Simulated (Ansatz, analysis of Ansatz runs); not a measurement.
## Reproducing a measured migration barrier: interstitial H in hcp Mg, hop from a tetrahedral to the next octahedral site

Subject: interstitial H in hcp Mg, hop from a tetrahedral to the next octahedral site. Wanted: its migration barrier, in one set-up (PBE, 36-site cell, measured lattice, 420 eV, k: 3x3x3 Gamma-centred). The model is a cell of 36 host atoms with 1 H put in. The barrier is the energy of the highest image of a climbing band over the relaxed site that the atom leaves. The measured lattice removes the functional's error in the volume.

What was measured. Migration barrier: 0.25 eV, by permeation (diffusion activation energy, T > 250 K) (quoted in “Explainable Machine Learning for Hydrogen Diffusion in Metals and Random Binary Alloys”, 2023, G. M. Lu et al., quoting earlier work (1999)). The calculation is set beside it at the end.

Main program and level: Ansatz 0.2.0; plane-wave PAW DFT, PBE; relaxation of all atoms of a defect supercell.

**1. Set-up**

The cell holds 37 atoms: 36 Mg and 1 H. Cell: a = 9.628 Å, b = 9.628 Å, c = 10.421 Å, α = 90.0°, β = 90.0°, γ = 120.0°. It derives from Mg (space group P6_3/mmc). Nearest the centre at fractional (0.444, 0.556, 0.438): H37 at 0.00 Å, Mg19 at 1.95 Å, Mg22 at 1.96 Å, Mg6 at 1.96 Å, Mg18 at 1.96 Å, Mg17 at 3.26 Å, Mg23 at 3.76 Å, Mg7 at 3.76 Å.

The host's primitive cell comes from a first run (plane-wave PAW DFT, PBE; relaxation of the host's atoms at the measured cell): vectors of 3.209, 3.209 and 5.210 Å. That is 23.24 Å³ an atom. The supercell is built on it.

**2. Relaxation, charge 0**

A barrier counts from a true minimum, so both ends of the jump are relaxed first.

File start/input.yaml:

```yaml
relax:
  f_tol: 0.02
  max_steps: 80
  escape_saddle: false
crystal:
  lattice:
    - [9.62789995, 0.0, 0.0]
    - [-4.81394998, 8.33800594, 0.0]
    - [0.0, 0.0, 10.4206]
  atoms:
    - { symbol: Mg, position: [0.111111111, 0.222222222, 0.125] }
    - { symbol: Mg, position: [0.222222222, 0.111111111, 0.375] }
    - { symbol: Mg, position: [0.111111111, 0.222222222, 0.625] }
    - { symbol: Mg, position: [0.222222222, 0.111111111, 0.875] }
    - { symbol: Mg, position: [0.111111111, 0.555555556, 0.125] }
    - { symbol: Mg, position: [0.222222222, 0.444444444, 0.375] }
    - { symbol: Mg, position: [0.111111111, 0.555555556, 0.625] }
    - { symbol: Mg, position: [0.222222222, 0.444444444, 0.875] }
    - { symbol: Mg, position: [0.111111111, 0.888888889, 0.125] }
    - { symbol: Mg, position: [0.222222222, 0.777777778, 0.375] }
    - { symbol: Mg, position: [0.111111111, 0.888888889, 0.625] }
    - { symbol: Mg, position: [0.222222222, 0.777777778, 0.875] }
    - { symbol: Mg, position: [0.444444444, 0.222222222, 0.125] }
    - { symbol: Mg, position: [0.555555556, 0.111111111, 0.375] }
    - { symbol: Mg, position: [0.444444444, 0.222222222, 0.625] }
    - { symbol: Mg, position: [0.555555556, 0.111111111, 0.875] }
    - { symbol: Mg, position: [0.444444444, 0.555555556, 0.125] }
    - { symbol: Mg, position: [0.555555556, 0.444444444, 0.375] }
    - { symbol: Mg, position: [0.444444444, 0.555555556, 0.625] }
    - { symbol: Mg, position: [0.555555556, 0.444444444, 0.875] }
    - { symbol: Mg, position: [0.444444444, 0.888888889, 0.125] }
    - { symbol: Mg, position: [0.555555556, 0.777777778, 0.375] }
    - { symbol: Mg, position: [0.444444444, 0.888888889, 0.625] }
    - { symbol: Mg, position: [0.555555556, 0.777777778, 0.875] }
    - { symbol: Mg, position: [0.777777778, 0.222222222, 0.125] }
    - { symbol: Mg, position: [0.888888889, 0.111111111, 0.375] }
    - { symbol: Mg, position: [0.777777778, 0.222222222, 0.625] }
    - { symbol: Mg, position: [0.888888889, 0.111111111, 0.875] }
    - { symbol: Mg, position: [0.777777778, 0.555555556, 0.125] }
    - { symbol: Mg, position: [0.888888889, 0.444444444, 0.375] }
    - { symbol: Mg, position: [0.777777778, 0.555555556, 0.625] }
    - { symbol: Mg, position: [0.888888889, 0.444444444, 0.875] }
    - { symbol: Mg, position: [0.777777778, 0.888888889, 0.125] }
    - { symbol: Mg, position: [0.888888889, 0.777777778, 0.375] }
    - { symbol: Mg, position: [0.777777778, 0.888888889, 0.625] }
    - { symbol: Mg, position: [0.888888889, 0.777777778, 0.875] }
    - { symbol: H, position: [0.444444001, 0.555555999, 0.4375] }
basis:
  ecutwfc: 420
  xc_grid: 2
hamiltonian:
  xc: pbe
kpoints:
  mp_grid: { grid: [3, 3, 3] }
scf:
  occupations: { method: methfessel_paxton, width: 0.1 }
  max_iter: 120
output:
  forces: true
checkpoint:
  write: "../start.run"
  compress: false
  write_wavefunctions: true
  write_every: 100000
```

Started as:

```sh
> ansatz run input.yaml --threads 4 --pin off --max-ram 14131MiB --backend cpu --events-out ev --progress --plain --runs-dir out
```

Numbers of over 12 decimals in the logs are rounded to 6 here.

Log:

```text
[... repeated set-up lines and file paths are left out, and long positions are rounded to six places ...]
Warning: the atoms were moved onto the symmetric positions of the space group found under crystal.symmetry.tolerance 1.0e-5 (fractional; [...]
Engine: ansatz 0.2.0, aarch64-unknown-linux-gnu
Pseudopotentials: kind: paw
Pseudopotential: Mg, paw, valence charge 10, recommended cutoff 420 eV (normal), Mg.paw.azcp
Pseudopotential: H, paw, valence charge 1, recommended cutoff 420 eV (normal), H.paw.azcp
Functional definition: PBE
  parameter kappa = 0.804
  parameter beta = 0.066725
  exchange = pbe_x(kappa = kappa, mu = beta*pi^2/3)
  correlation = pbe_c(beta = beta)
Crystal: 37 atoms, lattice volume = 836.540 Å³
Basis set: ecut = 420 eV, 16349 PW (Γ), exchange–correlation on 144×144×144 points (8 copies of the dense FFT grid, shifted against one another)
Bands: 218, of which v1, the nominal top of the filled ones, is band 181 counted from 1 (180 counted from 0)
Symmetry: 6 space group operations
Space group: P3m1 (ITA 156), of the structure as read, at distance tolerance 9.4e-5 Å
k-points: 7 of 27 (time reversal used)
Non-local potential: Mg, projectors of the file, l = 0: 3, l = 1: 2, l = 2: 1
Non-local potential: H, projectors of the file, l = 0: 2, l = 1: 1
PAW form: soft (Blöchl's): semilocal exchange-correlation on the pseudo side does not see the compensation charge
PAW one-centre angular grid: Mg, 110 points (default); XC on 64 Gauss nodes
PAW one-centre angular grid: H, 110 points (default); XC on 64 Gauss nodes
Initial density: superposition of atomic densities (neutral atoms: chi_scale 0, normalization atom), corrected by the library's trained network
Initial wavefunctions: pseudopotential atomic-orbital guess
Functional: x = pbe(κ = 0.804, μ = 0.219515), c = pbe(β = 0.066725)
SCF iter   1: F=—  HF=-69272.498983 eV  |F-HF|=—  |Δ(HF+E_count)|=         —  Δρ=1.09e-3  dr2=3.09e-2  ethr=1.77e-3  ⟨swp⟩=9.7  Hψ=7139  notcnv=0  defer=7
preconditioner: auto → Resta (q_TF=auto, 2.372 Å⁻¹)  ε∞=5.9  [insulator: Δε(μ)=0.091 eV  Ē_g=4.957 eV  σ=0.100 eV  W_gap=0.68  n_scr=210 (ndim 8)  ℏωp=11.0 eV  f_vac=0.000  D(μ)=11.26/eV (n_scr^D=58)  ε∞_Penn≈5.9]
SCF iter   2: F=—  HF=-69272.499061 eV  |F-HF|=—  |Δ(HF+E_count)|=   7.84e-5  S|Δr|=    0.00e0  Δρ=7.04e-4  dr2=7.21e-3  ethr=8.55e-6  ⟨swp⟩=1.9  Hψ=1848  notcnv=0  defer=8
SCF iter   3: F=—  HF=-69272.498977 eV  |F-HF|=—  |Δ(HF+E_count)|=   8.44e-5  S|Δr|=    0.00e0  Δρ=3.59e-4  dr2=2.13e-3  ethr=2.00e-6  ⟨swp⟩=2.0  Hψ=1507  notcnv=0  defer=8
SCF iter   4: F=—  HF=-69272.498736 eV  |F-HF|=—  |Δ(HF+E_count)|=   2.41e-4  S|Δr|=    0.00e0  Δρ=4.37e-5  dr2=8.94e-5  ethr=5.91e-7  ⟨swp⟩=2.0  Hψ=1580  notcnv=0  defer=8
SCF iter   5: F=-69272.498722 eV  HF=-69272.498724 eV  |F-HF|=2.63e-6  |Δ(HF+E_count)|=   1.13e-5  S|Δr|=    0.00e0  Δρ=1.39e-5  dr2=4.55e-6  ethr=2.77e-9  ⟨swp⟩=2.7  Hψ=4455  notcnv=0
SCF 1 converged in 5 iterations: F = -69272.498722 eV  dr2 = 4.55e-6
  greatest PAW one-centre occupation: 1.000 electrons in one spin orbital (limit 2), on the Mg atom at site 16 (counted from 0), in its partial waves of l = 0
relax step   1: F+E_penalty+E_count = -69272.49872161 eV  Δ(F+E_penalty+E_count) = +0.000e0 eV  max|allowed force component| = 3.041e-1 eV/Å  Δτ_max = 0.0000 Å  (5 SCF iters, dr2 threshold 1.00e-5 eV, accepted)
[... the SCF cycles and remarks between the steps are left out from here to the last step ...]
relax step   2: F+E_penalty+E_count = -69272.53929003 eV  Δ(F+E_penalty+E_count) = -4.057e-2 eV  max|allowed force component| = 7.709e-2 eV/Å  Δτ_max = 0.0730 Å  (5 SCF iters, dr2 threshold 5.78e-6 eV, accepted)
relax step   3: F+E_penalty+E_count = -69272.54318708 eV  Δ(F+E_penalty+E_count) = -3.897e-3 eV  max|allowed force component| = 4.648e-2 eV/Å  Δτ_max = 0.0260 Å  (6 SCF iters, accepted)
SCF iter   1: F=—  HF=-69272.543539 eV  |F-HF|=—  |Δ(HF+E_count)|=         —  Δρ=4.02e-4  dr2=1.15e-3  ethr=2.77e-6  ⟨swp⟩=5.3  Hψ=3086  notcnv=0  defer=156
SCF iter   2: F=—  HF=-69272.543419 eV  |F-HF|=—  |Δ(HF+E_count)|=   1.19e-4  S|Δr|=    0.00e0  Δρ=2.47e-4  dr2=5.07e-4  ethr=3.20e-7  ⟨swp⟩=2.0  Hψ=1773  notcnv=0  defer=156
SCF iter   3: F=—  HF=-69272.543312 eV  |F-HF|=—  |Δ(HF+E_count)|=   1.07e-4  S|Δr|=    0.00e0  Δρ=3.15e-5  dr2=5.68e-6  ethr=1.40e-7  ⟨swp⟩=2.0  Hψ=2275  notcnv=0  defer=156
SCF iter   4: F=—  HF=-69272.543694 eV  |F-HF|=—  |Δ(HF+E_count)|=   3.82e-4  S|Δr|=    0.00e0  Δρ=5.31e-6  dr2=4.12e-7  ethr=1.57e-9  ⟨swp⟩=2.0  Hψ=2573  notcnv=0  defer=156
SCF iter   5: F=-69272.543694 eV  HF=-69272.543694 eV  |F-HF|=3.78e-9  |Δ(HF+E_count)|=   2.01e-8  S|Δr|=    0.00e0  Δρ=1.24e-6  dr2=1.36e-8  ethr=2.77e-11  ⟨swp⟩=4.3  Hψ=5057  notcnv=0
SCF 4 converged in 5 iterations: F = -69272.543694 eV  dr2 = 1.36e-8
relax step   4: F+E_penalty+E_count = -69272.54369388 eV  Δ(F+E_penalty+E_count) = -5.068e-4 eV  max|allowed force component| = 9.007e-3 eV/Å  Δτ_max = 0.0293 Å  (5 SCF iters, accepted)
NSCF: frozen V_eff on 7 k-points
the band table was solved once a step of the walk had ended and its energy, with any forces and stress, was formed, with the checks that follow a solve (5846 applications of the Hamiltonian). They found nothing against the state; [...]
SCF converged after 5 iterations
Stability not checked: this state was not tested for a lower state beside it, because cold or Methfessel-Paxton smearing, or corrected tetrahedra, fill the levels in a way that the test cannot read (fill_not_monotonic; see scf.lower_state_search)
Free energy (F): -69272.543694 eV
Harris-Foulkes:  -69272.543694 eV  (|F-HF|=3.78e-9)
Internal energy: -69272.568995 eV  (E = F + TS)
E sigma→0 (E₀):  -69272.550019 eV
Entropy (-TS):   0.025301 eV (0.684 meV/atom)
Fermi energy:    5.421741 eV
--- Per-component energies (eV) ---
  E_band       = -12902.477919
  E_kinetic    = 2706.353771
  E_local      = -58490.173691  (includes V_loc(G=0)·N_el)
  E_nonlocal   = 3446.038653
  E_hartree    = 20892.862343
  E_xc         = -1031.006773
  E_vxc        = -1330.016228  (∫ρ·V_xc dr)
  E_paw        = -10532.237237  (= ΣΔE_a)
  E_vpaw       = -1020.405172  (= ΣTr[D̂ρ^β])
  E_aug_tail   = -0.001330  (compensation charges beyond the density's cutoff)
  E_ewald      = -26264.404730
  E_smearing   = 0.025301  (= −TS)
  E_closure    = -0.000000  (closes the sum)
  Σ components = -69272.543694   (vs F -69272.543694, Δ=0.00e0)
--- Forces (eV/Å), atoms counted from 1 ---
  atom   1  Mg     0.00010878     0.00013492    -0.00177052
  atom   2  Mg    -0.00000000     0.00204083    -0.00385426
  atom   3  Mg    -0.00407994    -0.00484901    -0.00337856
  atom   4  Mg     0.00000000    -0.00025703    -0.00100602
  atom   5  Mg     0.00017124     0.00002674    -0.00177052
  atom   6  Mg     0.00176464     0.00101882     0.00900788
  atom   7  Mg    -0.00623933    -0.00110882    -0.00337856
  atom   8  Mg    -0.00034128    -0.00019704     0.00555732
  atom   9  Mg     0.00000000    -0.00000000     0.00288619
  atom  10  Mg     0.00176741    -0.00102042    -0.00385426
  atom  11  Mg    -0.00000000     0.00000000    -0.00004945
  atom  12  Mg    -0.00022259     0.00012852    -0.00100602
  atom  13  Mg    -0.00010878     0.00013492    -0.00177052
  atom  14  Mg     0.00400300     0.00231113     0.00129488
  atom  15  Mg     0.00407994    -0.00484901    -0.00337856
  atom  16  Mg    -0.00305765    -0.00176533    -0.00029274
  atom  17  Mg    -0.00000000     0.00000000    -0.00378344
  atom  18  Mg    -0.00176464     0.00101882     0.00900788
  atom  19  Mg    -0.00000000     0.00000000     0.00718097
  atom  20  Mg     0.00034128    -0.00019704     0.00555732
  atom  21  Mg     0.00006246    -0.00016167    -0.00177052
  atom  22  Mg     0.00000000    -0.00203764     0.00900788
  atom  23  Mg    -0.00215939     0.00595783    -0.00337856
  atom  24  Mg    -0.00000000     0.00039408     0.00555732
  atom  25  Mg    -0.00000000     0.00000000    -0.00341335
  atom  26  Mg    -0.00400300     0.00231113     0.00129488
  atom  27  Mg    -0.00000000     0.00000000     0.00393640
  atom  28  Mg     0.00305765    -0.00176533    -0.00029274
  atom  29  Mg    -0.00017124     0.00002674    -0.00177052
  atom  30  Mg     0.00000000    -0.00462227     0.00129488
  atom  31  Mg     0.00623933    -0.00110882    -0.00337856
  atom  32  Mg    -0.00000000     0.00353066    -0.00029274
  atom  33  Mg    -0.00006246    -0.00016167    -0.00177052
  atom  34  Mg    -0.00176741    -0.00102042    -0.00385426
  atom  35  Mg     0.00215939     0.00595783    -0.00337856
  atom  36  Mg     0.00022259     0.00012852    -0.00100602
  atom  37  H     -0.00000000     0.00000000    -0.00796728
  max |Σ_I F_I| component: 1.68e-5 eV/Å
--- Band table (eV; the first three rows and the last of 7) ---
  k-point 0: bands = ["-70.5441", "-70.5437", "-70.5437", "-70.5053", [... 210 left out ...] "8.3561", "9.4944", "9.6643", "9.6643"]
  k-point 1: bands = ["-70.5441", "-70.5437", "-70.5437", "-70.5053", [... 210 left out ...] "8.7713", "8.7786", "9.1395", "9.2619"]
  [... further k-points left out ...]
--- Relaxed structure (4 steps of the walk, 4 accepted, 0 SCFs on fresh bases) ---
  F+E_penalty+E_count = -69272.54369388 eV   max|allowed force component| = 9.007e-3 eV/Å
  atoms:
    - { symbol: Mg, position: [0.111844, 0.222621, 0.125674] }
    - { symbol: Mg, position: [0.221731, 0.110128, 0.376169] }
    - { symbol: Mg, position: [0.111112, 0.221895, 0.626020] }
    - { symbol: Mg, position: [0.221801, 0.110268, 0.876263] }
    - { symbol: Mg, position: [0.111844, 0.555889, 0.125674] }
    - { symbol: Mg, position: [0.214638, 0.440652, 0.373378] }
    - { symbol: Mg, position: [0.111112, 0.555884, 0.626020] }
    - { symbol: Mg, position: [0.222207, 0.444437, 0.873885] }
    - { symbol: Mg, position: [0.111111, 0.888889, 0.125120] }
    - { symbol: Mg, position: [0.221731, 0.778269, 0.376169] }
    - { symbol: Mg, position: [0.111111, 0.888889, 0.626232] }
    - { symbol: Mg, position: [0.221801, 0.778199, 0.876263] }
    - { symbol: Mg, position: [0.444111, 0.222621, 0.125674] }
    - { symbol: Mg, position: [0.555004, 0.110836, 0.375659] }
    - { symbol: Mg, position: [0.444116, 0.221895, 0.626020] }
    - { symbol: Mg, position: [0.557402, 0.112034, 0.875300] }
    - { symbol: Mg, position: [0.444444, 0.555556, 0.118201] }
    - { symbol: Mg, position: [0.559348, 0.440652, 0.373378] }
    - { symbol: Mg, position: [0.444444, 0.555556, 0.625971] }
    - { symbol: Mg, position: [0.555563, 0.444437, 0.873885] }
    - { symbol: Mg, position: [0.444111, 0.888156, 0.125674] }
    - { symbol: Mg, position: [0.559348, 0.785362, 0.373378] }
    - { symbol: Mg, position: [0.444116, 0.888888, 0.626020] }
    - { symbol: Mg, position: [0.555563, 0.777793, 0.873885] }
    - { symbol: Mg, position: [0.777778, 0.222222, 0.125974] }
    - { symbol: Mg, position: [0.889164, 0.110836, 0.375659] }
    - { symbol: Mg, position: [0.777778, 0.222222, 0.624457] }
    - { symbol: Mg, position: [0.887966, 0.112034, 0.875300] }
    - { symbol: Mg, position: [0.777379, 0.555889, 0.125674] }
    - { symbol: Mg, position: [0.889164, 0.444996, 0.375659] }
    - { symbol: Mg, position: [0.778105, 0.555884, 0.626020] }
    - { symbol: Mg, position: [0.887966, 0.442598, 0.875300] }
    - { symbol: Mg, position: [0.777379, 0.888156, 0.125674] }
    - { symbol: Mg, position: [0.889872, 0.778269, 0.376169] }
    - { symbol: Mg, position: [0.778105, 0.888888, 0.626020] }
    - { symbol: Mg, position: [0.889732, 0.778199, 0.876263] }
    - { symbol: H, position: [0.444444, 0.555556, 0.429423] }
```

It took 3.2 min on 4 threads of Arm Neoverse N1, shared host; peak memory 4 GiB.

The steps of the relaxation:

| step | energy less that of the first step (eV) | largest force component (eV/Å) |
| --- | --- | --- |
| 1 | 0.0000 | 0.3041 |
| 2 | -0.0406 | 0.0771 |
| 3 | -0.0445 | 0.0465 |
| 4 | -0.0450 | 0.0090 |

Forces are held to the 6 operations that the run works with; a distortion that breaks them can't arise in this run.

The atoms that moved most (Å):

| atom | dx | dy | dz | length |
| --- | --- | --- | --- | --- |
| H37 | 0.000 | 0.000 | -0.084 | 0.084 |
| Mg17 | 0.000 | 0.000 | -0.071 | 0.071 |
| Mg22 | 0.000 | 0.063 | -0.017 | 0.065 |
| Mg6 | -0.055 | -0.032 | -0.017 | 0.065 |
| Mg18 | 0.055 | -0.032 | -0.017 | 0.065 |
| Mg28 | -0.013 | 0.008 | 0.003 | 0.016 |
| Mg16 | 0.013 | 0.008 | 0.003 | 0.016 |
| Mg32 | 0.000 | -0.015 | 0.003 | 0.016 |

Neighbours of H37 at the end:

| atom | distance (Å) |
| --- | --- |
| Mg18 | 2.003 |
| Mg6 | 2.003 |
| Mg22 | 2.003 |
| Mg19 | 2.048 |
| Mg17 | 3.243 |
| Mg2 | 3.755 |
| Mg34 | 3.755 |
| Mg10 | 3.755 |
| Mg15 | 3.809 |
| Mg31 | 3.809 |
| Mg3 | 3.809 |
| Mg35 | 3.809 |
| Mg23 | 3.809 |
| Mg7 | 3.809 |

Read from the output:

```yaml
free_energy: -69272.5437 eV
smearing_term_ts: -0.02530 eV
```

The other runs of this kind differ in structure, charge or spin alone:

| run | outcome | energy less the first (eV) | moment (μB) | time |
| --- | --- | --- | --- | --- |
| relaxation, charge 0 | converged | 0.0000 | 0.00 | 3.2 min |
| relaxation, charge 0 | converged | 0.1283 | 0.00 | 90 s |

The relaxation ends 1.2 meV an atom lower, with a largest force component of 0.0090 eV/Å.

(Part 1 of 2 ends here.)

[Logs are printed without paths, hosts, clocks, repeated set-up lines and the standing remarks that a program may print on its own settings, such as how far it seeks lower states.]

[Hosts, paths, dates, database ids (printed as entryN), source tags and the programs' standing remarks are cut or masked in the printed files.]

[For some hosts the program warned that the k-mesh of the response run may be too coarse for force constants and the static dielectric constant; such warnings are not shown here.]
